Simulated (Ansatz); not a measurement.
# K on Ni(111): change of the work function, part 3 of 4

Wanted: Δφ(θ) for K/Ni(111), starting from the fcc site.

Ansatz 0.2.0; plane-wave DFT, PBE, Ansatz PAW.

So far, work function, upper face (eV): step 2 (the clean slab) 5.07; step 3 (37 atoms, coverage 0.111 ML, cell 3x3) 1.73.

## Step 4: The covered slab, k-mesh 6×6×1, coverage 0.25 ML

System of this step: KNi16 (K/Ni(111)). The cell holds 17 atoms: 16 Ni and 1 K. Cell: a = 4.978 Å, b = 4.978 Å, c = 27.109 Å, α = 90.0°, β = 90.0°, γ = 60.0°. Vacuum lies along c.

Another coverage, to see how the dipoles act on each other as their distance changes.

input.yaml

```yaml
crystal:
  lattice:
    - [4.9780317395, 0.0, 0.0]
    - [2.4890158698, 4.3111019473, 0.0]
    - [0.0, 0.0, 27.1091163483]
  atoms:
    - { symbol: Ni, position: [0.0, 0.0, 0.3319916402], spin: 0.7 }
    - { symbol: Ni, position: [0.1666666667, 0.1666666667, 0.4069580433], spin: 0.72 }
    - { symbol: Ni, position: [0.3333333333, 0.3333333333, 0.4816751352], spin: 0.72 }
    - { symbol: Ni, position: [0.0, 0.0, 0.5556420936], spin: 0.7 }
    - { symbol: Ni, position: [0.0, 0.5, 0.3319916402], spin: 0.7 }
    - { symbol: Ni, position: [0.1666666667, 0.6666666667, 0.4069580433], spin: 0.72 }
    - { symbol: Ni, position: [0.3333333333, 0.8333333333, 0.4816751352], spin: 0.72 }
    - { symbol: Ni, position: [0.0, 0.5, 0.5556420936], spin: 0.7 }
    - { symbol: Ni, position: [0.5, 0.0, 0.3319916402], spin: 0.7 }
    - { symbol: Ni, position: [0.6666666667, 0.1666666667, 0.4069580433], spin: 0.72 }
    - { symbol: Ni, position: [0.8333333333, 0.3333333333, 0.4816751352], spin: 0.72 }
    - { symbol: Ni, position: [0.5, 0.0, 0.5556420936], spin: 0.7 }
    - { symbol: Ni, position: [0.5, 0.5, 0.3319916402], spin: 0.7 }
    - { symbol: Ni, position: [0.6666666667, 0.6666666667, 0.4069580433], spin: 0.72 }
    - { symbol: Ni, position: [0.8333333333, 0.8333333333, 0.4816751352], spin: 0.72 }
    - { symbol: Ni, position: [0.5, 0.5, 0.5556420936], spin: 0.7 }
    - { symbol: K, position: [0.1666666667, 0.1666666667, 0.6680083598] }
magnetization:
  spin_polarized: true
kpoints:
  mp_grid: { grid: [6, 6, 1] }
hamiltonian:
  xc: pbe
scf:
  occupations: { method: fermi_dirac, width: 0.1 }
  convergence: { dr2_threshold: 1.0e-08 }
efield:
  axis: 3
  dipole_correction: true
  ramp_position: 0.97
  ramp_width: 0.06
relax:
  f_tol: 0.02
  max_steps: 60
  constraints: [{ sites: [0, 1, 4, 5, 8, 9, 12, 13] }]
output:
  dos: { projected: true, e_range: [-8, 4] }
  write_potential: true
  write_density: true
  volumetric_format: npy
  elf: true
```

Command:

```sh
$ ansatz run input.yaml --threads 4 --pin off --max-ram 16384MiB --backend cpu --events-out ev --progress --plain --runs-dir out
```

Numbers of over 12 decimals in the logs are rounded to 6 here.

Output:

```text
[...]
Crystal: 17 atoms, lattice volume = 581.783 Å³
Basis set: ecut = 420 eV, 11353 PW (Γ), exchange–correlation on 72×72×384 points (8 copies of the dense FFT grid, shifted against one another)
Bands: 186, of which v1, the nominal top of the filled ones, is band 149 counted from 1 (148 counted from 0)
Symmetry: 6 space group operations
k-points: 7 of 36 (time reversal used)
[...]
Starting moments: Σ|m| = 11.36 μB on 16 of 17 sites
[...]
SCF iter   1: F=—  HF=-94955.652427 eV  |F-HF|=—  |Δ(HF+E_count)|=         —  Δρ=2.50e-2 (↑1.05e-2 ↓2.50e-2)  dr2=1.97e1  dr2_m=9.02e-1  M=11.838 μB ∫|m|=12.469 μB  β_m=1.00  ethr=3.10e-3  p=0.000 e·Å  D=2.15e-6 V/Å  ΔV_dip=-0.00 eV  dr2_dipole=2.05e0  V_vac-E_F(+/−)=7.17/7.17 eV  ⟨swp⟩=10.0  Hψ=12939  notcnv=0  defer=187
[...]
SCF iter  23: F=-94969.522440 eV  HF=-94969.522440 eV  |F-HF|=1.06e-9  |Δ(HF+E_count)|=   3.19e-9  Δρ=4.27e-7 (↑2.79e-7 ↓4.27e-7)  dr2=5.27e-9  dr2_m=2.58e-10  M=10.216 μB ∫|m|=11.863 μB  ethr=2.61e-12  p=0.336 e·Å  D=1.04e-1 V/Å  ΔV_dip=-2.83 eV  dr2_dipole=1.50e-9  V_vac-E_F(+/−)=2.24/5.07 eV  ⟨swp⟩=14.1  Hψ=20125  notcnv=0
SCF 1 converged in 23 iterations: F = -94969.522440 eV  dr2 = 5.27e-9
[...]
relax step   1: F+E_penalty+E_count = -94969.52244030 eV  Δ(F+E_penalty+E_count) = +0.000e0 eV  max|allowed force component| = 3.822e-1 eV/Å  Δτ_max = 0.0000 Å  (23 SCF iters, accepted)
[...]
SCF iter  13: F=-94969.547832 eV  HF=-94969.547832 eV  |F-HF|=5.09e-10  |Δ(HF+E_count)|=   3.16e-9  Δρ=4.28e-7 (↑2.34e-7 ↓4.28e-7)  dr2=2.12e-9  dr2_m=2.95e-10  M=10.191 μB ∫|m|=11.839 μB  ethr=2.81e-12  p=0.341 e·Å  D=1.06e-1 V/Å  ΔV_dip=-2.88 eV  dr2_dipole=1.24e-11  V_vac-E_F(+/−)=2.19/5.07 eV  ⟨swp⟩=11.6  Hψ=16878  notcnv=0
SCF 2 converged in 13 iterations: F = -94969.547832 eV  dr2 = 2.12e-9
relax step   2: F+E_penalty+E_count = -94969.54783182 eV  Δ(F+E_penalty+E_count) = -2.539e-2 eV  max|allowed force component| = 3.157e-1 eV/Å  Δτ_max = 0.0644 Å  (13 SCF iters, accepted)
SCF iter   1: F=—  HF=-94969.593872 eV  |F-HF|=—  |Δ(HF+E_count)|=         —  Δρ=2.19e-3 (↑1.02e-3 ↓2.19e-3)  dr2=8.87e-2  dr2_m=8.79e-3  M=10.099 μB ∫|m|=11.744 μB  β_m=1.00  ethr=2.05e-4  p=0.341 e·Å  D=1.06e-1 V/Å  ΔV_dip=-2.88 eV  dr2_dipole=1.95e-3  V_vac-E_F(+/−)=2.20/5.08 eV  ⟨swp⟩=6.6  Hψ=6928  notcnv=0  defer=212
[...]
SCF iter  14: F=-94969.587214 eV  HF=-94969.587214 eV  |F-HF|=8.73e-11  |Δ(HF+E_count)|=   9.24e-9  Δρ=5.36e-7 (↑5.36e-7 ↓4.49e-7)  dr2=5.19e-9  dr2_m=3.48e-10  M=10.113 μB ∫|m|=11.762 μB  ethr=3.37e-12  p=0.362 e·Å  D=1.13e-1 V/Å  ΔV_dip=-3.06 eV  dr2_dipole=4.18e-14  V_vac-E_F(+/−)=2.01/5.07 eV  ⟨swp⟩=11.9  Hψ=18101  notcnv=0
SCF 3 converged in 14 iterations: F = -94969.587214 eV  dr2 = 5.19e-9
[...]
relax step   3: F+E_penalty+E_count = -94969.58721411 eV  Δ(F+E_penalty+E_count) = -3.938e-2 eV  max|allowed force component| = 2.839e-2 eV/Å  Δτ_max = 0.1950 Å  (14 SCF iters, accepted)
SCF iter   1: F=—  HF=-94969.587772 eV  |F-HF|=—  |Δ(HF+E_count)|=         —  Δρ=4.09e-4 (↑2.50e-4 ↓4.09e-4)  dr2=4.16e-3  dr2_m=1.82e-4  M=10.114 μB ∫|m|=11.762 μB  β_m=1.00  ethr=5.92e-6  p=0.362 e·Å  D=1.13e-1 V/Å  ΔV_dip=-3.06 eV  dr2_dipole=1.52e-3  V_vac-E_F(+/−)=2.01/5.07 eV  ⟨swp⟩=3.0  Hψ=5437  notcnv=0  defer=235
[...]
SCF iter  12: F=-94969.587711 eV  HF=-94969.587711 eV  |F-HF|=1.72e-9  |Δ(HF+E_count)|=  5.53e-10  Δρ=4.92e-7 (↑2.72e-7 ↓4.92e-7)  dr2=2.71e-9  dr2_m=3.00e-10  M=10.107 μB ∫|m|=11.754 μB  ethr=1.00e-12  p=0.364 e·Å  D=1.13e-1 V/Å  ΔV_dip=-3.07 eV  dr2_dipole=6.02e-10  V_vac-E_F(+/−)=2.00/5.07 eV  ⟨swp⟩=10.3  Hψ=17157  notcnv=0
SCF 4 converged in 12 iterations: F = -94969.587711 eV  dr2 = 2.71e-9
[...]
relax step   4: F+E_penalty+E_count = -94969.58771062 eV  Δ(F+E_penalty+E_count) = -4.965e-4 eV  max|allowed force component| = 1.012e-2 eV/Å  Δτ_max = 0.0182 Å  (12 SCF iters, accepted)
[...]
SCF converged after 12 iterations
Magnetization: 10.1069 μB (153.5535 up, 143.4465 down)
Absolute magnetization: 11.7666 μB (∫|ρ↑−ρ↓|, with the PAW one-centre terms)
[...]
Per-site moments (μB) at R_I (Å): [(0.696792, 1.026719), (0.711656, 1.026719), (0.691768, 1.014677), (0.597608, 1.014677), (0.696792, 1.026719), (0.710176, 1.019011), (0.691768, 1.014677), (0.597608, 1.014677), (0.696792, 1.026719), (0.710176, 1.019011), (0.691768, 1.014677), (0.597608, 1.014677), (0.694523, 1.026719), (0.710176, 1.019011), (0.689884, 1.017704), (0.626094, 1.027035), (-0.00712261, 1.291815)]
Free energy (F): -94969.587711 eV
[...]
Internal energy: -94968.625008 eV  (E = F + TS)
E sigma→0 (E₀):  -94969.106359 eV
Entropy (-TS):   -0.962702 eV (-56.630 meV/atom)
Fermi energy:    3.594325 eV
Dipole field:    D = 0.113086 V/Å  (p = 0.363589 e·Å, saw-weighted, corrected)
Work function:   Φ+ = 2.0051 eV   Φ− = 5.0708 eV
[...]
--- Forces (eV/Å), atoms counted from 1 ---
  atom   1  Ni     0.00207536     0.00119821     0.15216475
  atom   2  Ni    -0.00000000    -0.00000000    -0.11727761
  atom   3  Ni     0.00142646     0.00082357     0.00230523
  atom   4  Ni    -0.00161588    -0.00093293     0.00398159
  atom   5  Ni    -0.00000000    -0.00239642     0.15216475
  atom   6  Ni     0.01876930    -0.01083646    -0.17476018
  atom   7  Ni    -0.00000000    -0.00164713     0.00230523
  atom   8  Ni     0.00000000     0.00186586     0.00398159
  atom   9  Ni    -0.00207536     0.00119821     0.15216475
  atom  10  Ni     0.00000000     0.02167292    -0.17476018
  atom  11  Ni    -0.00142646     0.00082357     0.00230523
  atom  12  Ni     0.00161588    -0.00093293     0.00398159
  atom  13  Ni     0.00000000    -0.00000000     0.15550744
  atom  14  Ni    -0.01876930    -0.01083646    -0.17476018
  atom  15  Ni    -0.00000000     0.00000000    -0.00656376
  atom  16  Ni    -0.00000000     0.00000000     0.01011761
  atom  17  K      0.00000000    -0.00000000     0.00711164
  max |Σ_I F_I| component: 3.05e-5 eV/Å
--- Band table (eV; the first three rows and the last of 14) ---
  k-point 0 ↑: bands = [... 145 lower, 3.0480, 3.1957, 3.1961, 3.1961, 3.2446, 3.2446, 3.2484, 3.3370, ... 33 higher]
  k-point 1 ↑: bands = [... 145 lower, 3.0319, 3.0347, 3.0855, 3.0950, 3.1017, 3.1410, 3.1807, 3.2013, ... 33 higher]
  k-point 2 ↑: bands = [... 145 lower, 2.8645, 2.8937, 2.9823, 2.9830, 3.0018, 3.0270, 3.0656, 3.0715, ... 33 higher]
  k-point 6 ↓: bands = [... 145 lower, 3.5860, 3.5958, 3.5988, 3.6423, 3.6678, 3.6693, 3.6971, 3.7000, ... 33 higher]
--- Relaxed structure (4 steps of the walk, 4 accepted, 0 SCFs on fresh bases) ---
  F+E_penalty+E_count = -94969.58771062 eV   max|allowed force component| = 1.012e-2 eV/Å
  atoms:
    - { symbol: Ni, position: [-1.795949010449182e-17, -1.795949010449182e-17, 0.331992] }
    - { symbol: Ni, position: [0.166667, 0.166667, 0.406958] }
    - { symbol: Ni, position: [0.333765, 0.333765, 0.481875] }
    - { symbol: Ni, position: [-0.00120955, -0.00120955, 0.555330] }
    - { symbol: Ni, position: [-5.551115123125783e-17, 0.500000, 0.331992] }
    - { symbol: Ni, position: [0.166667, 0.666667, 0.406958] }
    - { symbol: Ni, position: [0.333765, 0.832470, 0.481875] }
    - { symbol: Ni, position: [-0.00120955, 0.502419, 0.555330] }
    - { symbol: Ni, position: [0.500000, -1.7959490104491818e-17, 0.331992] }
    - { symbol: Ni, position: [0.666667, 0.166667, 0.406958] }
    - { symbol: Ni, position: [0.832470, 0.333765, 0.481875] }
    - { symbol: Ni, position: [0.502419, -0.00120955, 0.555330] }
    - { symbol: Ni, position: [0.500000, 0.500000, 0.331992] }
    - { symbol: Ni, position: [0.666667, 0.666667, 0.406958] }
    - { symbol: Ni, position: [0.833333, 0.833333, 0.481079] }
    - { symbol: Ni, position: [0.500000, 0.500000, 0.557573] }
    - { symbol: K, position: [0.166667, 0.166667, 0.657771] }
```

The job ended after 4.6 min (4 threads of Arm Neoverse V2, shared host; peak memory 3.1 GiB).

Relaxation path:

| step | energy less that of the first step (eV) | largest force component (eV/Å) |
| --- | --- | --- |
| 1 | 0.0000 | 0.3822 |
| 2 | -0.0254 | 0.3157 |
| 3 | -0.0648 | 0.0284 |
| 4 | -0.0653 | 0.0101 |

Forces are held to the 6 operations that the run works with; a distortion that breaks them can't arise in this run.

The atoms that moved most (Å):

| atom | dx | dy | dz | length |
| --- | --- | --- | --- | --- |
| K17 | 0.000 | 0.000 | -0.278 | 0.278 |
| Ni16 | 0.000 | 0.000 | 0.052 | 0.052 |
| Ni15 | 0.000 | 0.000 | -0.016 | 0.016 |
| Ni4 | -0.009 | -0.005 | -0.008 | 0.013 |
| Ni8 | 0.000 | 0.010 | -0.008 | 0.013 |
| Ni12 | 0.009 | -0.005 | -0.008 | 0.013 |
| Ni11 | -0.003 | 0.002 | 0.005 | 0.007 |
| Ni7 | 0.000 | -0.004 | 0.005 | 0.007 |

Final coordinates:

```cif
data_structure
_symmetry_space_group_name_H-M 'P 1'
_symmetry_Int_Tables_number 1
_cell_length_a 4.9780
_cell_length_b 4.9780
_cell_length_c 27.1091
_cell_angle_alpha 90.000
_cell_angle_beta 90.000
_cell_angle_gamma 60.000
_cell_volume 581.78
loop_
_atom_site_label
_atom_site_type_symbol
_atom_site_fract_x
_atom_site_fract_y
_atom_site_fract_z
_atom_site_occupancy
Ni1 Ni 0.00000 0.00000 0.33199 1
Ni2 Ni 0.16667 0.16667 0.40696 1
Ni3 Ni 0.33377 0.33377 0.48187 1
Ni4 Ni 0.99879 0.99879 0.55533 1
Ni5 Ni 0.00000 0.50000 0.33199 1
Ni6 Ni 0.16667 0.66667 0.40696 1
Ni7 Ni 0.33377 0.83247 0.48187 1
Ni8 Ni 0.99879 0.50242 0.55533 1
Ni9 Ni 0.50000 0.00000 0.33199 1
Ni10 Ni 0.66667 0.16667 0.40696 1
Ni11 Ni 0.83247 0.33377 0.48187 1
Ni12 Ni 0.50242 0.99879 0.55533 1
Ni13 Ni 0.50000 0.50000 0.33199 1
Ni14 Ni 0.66667 0.66667 0.40696 1
Ni15 Ni 0.83333 0.83333 0.48108 1
Ni16 Ni 0.50000 0.50000 0.55757 1
K17 K 0.16667 0.16667 0.65777 1
```

This step gave:

| Property | Result |
| --- | --- |
| energy at zero smearing | -94969.1064 eV |
| total moment | 10.11 μB |
| work function, upper face | 2.005 eV |
| work function, lower face | 5.071 eV |
| dipole along the normal | 0.3636 e·Å |
| step between the vacuum levels | -3.066 eV |

Running mean over 2.032 Å of the planar mean; the ramp of the sawtooth is left out. Electron's electrostatic potential energy less the Fermi level against z:

z (Å), electron's electrostatic potential energy less the Fermi level (eV) and a bar from the least value:
```
        4        5.1 ##############################
        5        5.1 ##############################
        6        5.0 ##############################
        7        4.4 #############################
        8       -3.2 ##############
        9      -10.0 #
       10      -10.3 
       11      -10.4 
       12      -10.5 
       13      -10.4 
       14      -10.5 
       15      -10.1 #
       16       -4.7 ###########
       17        0.0 ####################
       18       -1.7 #################
       19       -0.2 ####################
       20        1.4 #######################
       21        1.8 ########################
       22        2.0 ########################
       23        2.0 ########################
       24        2.0 ########################
```

The density of states has structure finer than the step of the table below, so its rows give means over 0.25 eV, whole bins alone (the curve runs from -8 to 1.98 eV). Peaks (eV: height): total -1.620: 80.3, -1.560: 60.0, -1.500: 53.2, -1.320: 64.0, -0.960: 69.7, -0.780: 57.1, -0.660: 78.0; up -2.650: 35.1, -2.230: 37.1, -2.170: 44.1, -2.050: 36.4, -1.620: 45.3, -1.140: 35.7, -0.690: 53.8; down -1.620: 35.0, -1.500: 35.1, -1.350: 36.8, -0.960: 44.9, -0.660: 37.5, -0.090: 47.4, -0.030: 38.7.

Table of density of states by energy, zero at the Fermi level; means over each step; values in states/eV a cell:

| energy (eV) | total | up | down |
| --- | --- | --- | --- |
| -7.75 | 0.884 | 0.446 | 0.438 |
| -7.50 | 0.915 | 0.459 | 0.456 |
| -7.25 | 1.40 | 0.666 | 0.736 |
| -7.00 | 2.48 | 1.25 | 1.23 |
| -6.75 | 1.71 | 0.874 | 0.839 |
| -6.50 | 2.05 | 1.03 | 1.01 |
| -6.25 | 1.78 | 0.922 | 0.861 |
| -6.00 | 3.25 | 1.69 | 1.56 |
| -5.75 | 2.06 | 1.10 | 0.957 |
| -5.50 | 2.97 | 1.59 | 1.38 |
| -5.25 | 2.62 | 1.26 | 1.36 |
| -5.00 | 7.41 | 4.77 | 2.64 |
| -4.75 | 6.17 | 3.00 | 3.17 |
| -4.50 | 10.1 | 7.77 | 2.32 |
| -4.25 | 13.0 | 6.31 | 6.68 |
| -4.00 | 21.1 | 14.8 | 6.24 |
| -3.75 | 22.1 | 15.2 | 6.94 |
| -3.50 | 21.6 | 12.0 | 9.60 |
| -3.25 | 25.2 | 13.1 | 12.1 |
| -3.00 | 24.9 | 13.3 | 11.7 |
| -2.75 | 26.6 | 16.1 | 10.5 |
| -2.50 | 33.7 | 19.9 | 13.8 |
| -2.25 | 41.6 | 30.3 | 11.3 |
| -2.00 | 45.4 | 26.4 | 19.0 |
| -1.75 | 44.9 | 19.7 | 25.2 |
| -1.50 | 48.0 | 20.2 | 27.8 |
| -1.25 | 41.1 | 20.8 | 20.3 |
| -1.00 | 47.6 | 27.6 | 20.0 |
| -0.75 | 50.9 | 33.6 | 17.4 |
| -0.50 | 40.5 | 16.7 | 23.8 |
| -0.25 | 25.1 | 3.95 | 21.1 |
| 0.00 | 32.3 | 2.05 | 30.2 |
| 0.25 | 29.1 | 5.86 | 23.3 |
| 0.50 | 7.12 | 1.98 | 5.15 |
| 0.75 | 9.30 | 3.67 | 5.62 |
| 1.00 | 6.89 | 2.93 | 3.96 |
| 1.25 | 6.47 | 3.64 | 2.82 |
| 1.50 | 7.98 | 5.18 | 2.79 |
| 1.75 | 7.49 | 2.75 | 4.74 |

Projected DOS per atom over height of the atomic layer and energy from the Fermi level. Layers: Ni4 Ni4 Ni4 Ni4 K from below.

Ten even steps from '_' (0.00 states/eV) to '@' (3.37 states/eV), each cell a mean:
```
__________
________..
..____..::
::::::::..
++====++..
%%####@@__
@@####%%__
@@####@@..
%%****@@__
####**##__
==++++==__
--====--__
::====::__
..----..__
__....____
__....____
__________
__________
__________
__________
__________
__________
```
Columns: height of the atomic layer (Å) from 9 to 17.8 (not evenly spaced); rows upwards: energy from the Fermi level (eV) from -7.96 to 1.95.

(Part 3 of 4 ends here.)

[Logs are printed without paths, hosts, clocks, repeated set-up lines and the standing remarks that a program may print on its own settings, such as how far it seeks lower states.]

[Hosts, paths, dates, database ids (printed as entryN), source tags and the programs' standing remarks are cut or masked in the printed files.]

[Maps of the electrostatic potential energy from Ansatz leave out the sawtooth potential of an applied field or a dipole correction, so their vacuum need not be flat; planar profiles and work functions include it.]

[The density of states shown here was stored with 400 of the rows of the run's finer table, so its peaks can read low, often by over a quarter, or be missed, and its means over a window can be off by a tenth or more.]
